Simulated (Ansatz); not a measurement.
# Mo2CO2 monolayer: a soft mode frozen in, part 3 of 3

Which phase does Mo2CO2 monolayer fall into along its unstable mode, and how much energy does it gain?

Ansatz 0.2.0; DFT PBE, scalar-relativistic, plane waves, PAW; PAW set soft_1.

So far. Step 4 (The mode frozen in, largest atomic shift 0.08 Å): The energy, extrapolated to zero smearing, is -1.79 meV/atom against the undistorted cell. Step 5 (Energy along the mode, all amplitudes (two of the runs …): The lowest of the steps tried is at 0.08 Å, 1.79 meV/atom below the parent; the bottom of the well need not coincide with a step.

### 6. Relaxation from the frozen mode (continued)

Valence density in the bc plane at fractional x = 0.000, with atoms of C and Mo and O within 0.2 Å of it. It is the smooth field of the valence electrons, not physical close to the nuclei.

Ten steps, logarithmic in the rise over the least value, from '_' (0.0 e/Å³) to '@' (5.7 e/Å³), each cell a mean:
```
____________________________
____________________________
____________________________
____________________________
____________________________
____________________________
____________________________
____________________________
____________________________
____________________________
____________________________
____________________________
____________________________
____________________________
....::------::==**%%%%**--..
====**@@@@@@%%++**####++==--
##**++++++++====++==--==++**
============**@@@@@@%%++====
..--**%%@@%%++======::......
____..::::::..______________
____________________________
____________________________
____________________________
____________________________
```
Columns run along b (5.1 Å), rows up along c (32.6 Å). Atoms in or near the plane, at fractional coordinates: C at (0.00, 0.30), Mo at (0.32, 0.35), Mo at (0.61, 0.27), O at (0.69, 0.38), O at (0.30, 0.23).

ELF in the bc plane at fractional x = 0.000, with atoms of C and Mo and O within 0.2 Å of it. It is the smooth field of the valence electrons, not physical close to the nuclei.

Values, 24 rows by 14 columns, each cell a mean:
```
0.00 0.00 0.00 0.00 0.00 0.00 0.00 0.00 0.00 0.00 0.00 0.00 0.00 0.00
0.00 0.00 0.00 0.00 0.00 0.00 0.00 0.00 0.00 0.00 0.00 0.00 0.00 0.00
0.00 0.00 0.00 0.00 0.00 0.00 0.00 0.00 0.00 0.00 0.00 0.00 0.00 0.00
0.00 0.00 0.00 0.00 0.00 0.00 0.00 0.00 0.00 0.00 0.00 0.00 0.00 0.00
0.00 0.00 0.00 0.00 0.00 0.00 0.00 0.00 0.00 0.00 0.00 0.00 0.00 0.00
0.00 0.00 0.00 0.00 0.00 0.00 0.00 0.00 0.00 0.00 0.00 0.00 0.00 0.00
0.00 0.00 0.00 0.00 0.00 0.00 0.00 0.00 0.00 0.00 0.00 0.00 0.00 0.00
0.00 0.00 0.00 0.00 0.00 0.00 0.00 0.00 0.00 0.00 0.00 0.00 0.00 0.00
0.00 0.00 0.00 0.00 0.00 0.00 0.00 0.00 0.00 0.00 0.00 0.00 0.00 0.00
0.00 0.00 0.00 0.00 0.00 0.00 0.00 0.00 0.00 0.00 0.00 0.00 0.00 0.00
0.00 0.00 0.00 0.00 0.00 0.00 0.00 0.00 0.00 0.00 0.00 0.00 0.00 0.00
0.00 0.00 0.00 0.00 0.00 0.00 0.00 0.00 0.00 0.00 0.00 0.00 0.00 0.00
0.00 0.00 0.00 0.00 0.00 0.00 0.00 0.00 0.00 0.00 0.00 0.00 0.00 0.00
0.00 0.00 0.00 0.00 0.00 0.00 0.00 0.02 0.07 0.13 0.13 0.08 0.02 0.00
0.03 0.04 0.05 0.08 0.13 0.11 0.10 0.44 0.71 0.69 0.70 0.69 0.38 0.07
0.38 0.27 0.35 0.62 0.61 0.64 0.52 0.26 0.43 0.47 0.48 0.44 0.32 0.31
0.41 0.64 0.53 0.31 0.28 0.27 0.22 0.23 0.25 0.19 0.17 0.45 0.71 0.52
0.46 0.45 0.36 0.31 0.32 0.26 0.32 0.63 0.61 0.64 0.53 0.24 0.29 0.41
0.05 0.34 0.70 0.74 0.64 0.76 0.64 0.29 0.20 0.14 0.07 0.05 0.03 0.02
0.01 0.09 0.27 0.41 0.45 0.40 0.25 0.07 0.01 0.00 0.00 0.00 0.00 0.00
0.00 0.00 0.00 0.01 0.01 0.01 0.00 0.00 0.00 0.00 0.00 0.00 0.00 0.00
0.00 0.00 0.00 0.00 0.00 0.00 0.00 0.00 0.00 0.00 0.00 0.00 0.00 0.00
0.00 0.00 0.00 0.00 0.00 0.00 0.00 0.00 0.00 0.00 0.00 0.00 0.00 0.00
0.00 0.00 0.00 0.00 0.00 0.00 0.00 0.00 0.00 0.00 0.00 0.00 0.00 0.00
```
Columns run along b (5.1 Å), rows up along c (32.6 Å). Atoms in or near the plane, at fractional coordinates: C at (0.00, 0.30), Mo at (0.32, 0.35), Mo at (0.61, 0.27), O at (0.69, 0.38), O at (0.30, 0.23).

The distorted start has space group P2_1/m; the relaxation ends in P2_1/m.

### 7. The phases reached

The phases reached along the modes that were followed are set side by side.

Energies are those of the first relaxation, on the mesh of the frozen mode; space group, volume and gap are those of the last relaxation. Phases, by row:

| mode frozen in | space group | energy from parent (meV/atom) | volume (Å³/atom) | gap on mesh (eV) | lowest zone-centre optical mode (cm⁻¹) | largest shift (Å) |
| --- | --- | --- | --- | --- | --- | --- |
| parent | P-3m1 | 0 | 54.03 | 0 | – | – |
| q = (0, -0.5, 0), 132i cm⁻¹ | P2/c | -11.48 | 54.24 | 0 | – | 0.146 |
| q = (0, -0.5, 0), 97i cm⁻¹ | P2_1/m | -21.86 | 50.19 | 0 | – | 0.433 |

### 8. Outcome

```json
{"unstable mode of the parent": "q = (0, -0.5, 0), 97i cm⁻¹", "depth at the lowest point sampled": "1.79 meV/atom", "largest atomic shift at that point": "0.08 Å", "space group reached (within 0.01 Å)": "P2_1/m", "energy gained over the parent (first relaxation, on the mesh of the frozen mode)": "21.9 meV/atom", "area per atom, phase reached": "1.54 Å²"}
```

In words: Along this mode the structure falls into P2_1/m, 21.9 meV/atom below the parent. At the parent's cell the well is 1.793 meV/atom deep on the steps tried, with its lowest point at a shift of 0.08 Å. Relaxing atoms and cell changes the gain by +20.06 meV/atom against the lowest step (energies at zero smearing). Most of the total comes from this relaxation. The modes of the phase reached were not computed on this path. Of the 2 patterns followed to their end from this parent, this one reaches the lowest energy. Each path keeps the symmetry of its pattern, so a lower phase may lie along a pattern not tried. With no gap, or one that is small against the smearing, the frequencies hang on the k mesh and the smearing, most of all near Kohn anomalies. In a sheet or slab the interpolated bending branch near Γ is rough, since the rotational sum rule isn't imposed. The starting cell was built on a prototype and not taken from a measurement.

[Logs are printed without paths, hosts, clocks, repeated set-up lines and the standing remarks that a program may print on its own settings, such as how far it seeks lower states.]

[Hosts, paths, dates, database ids (printed as entryN), source tags and the programs' standing remarks are cut or masked in the printed files.]
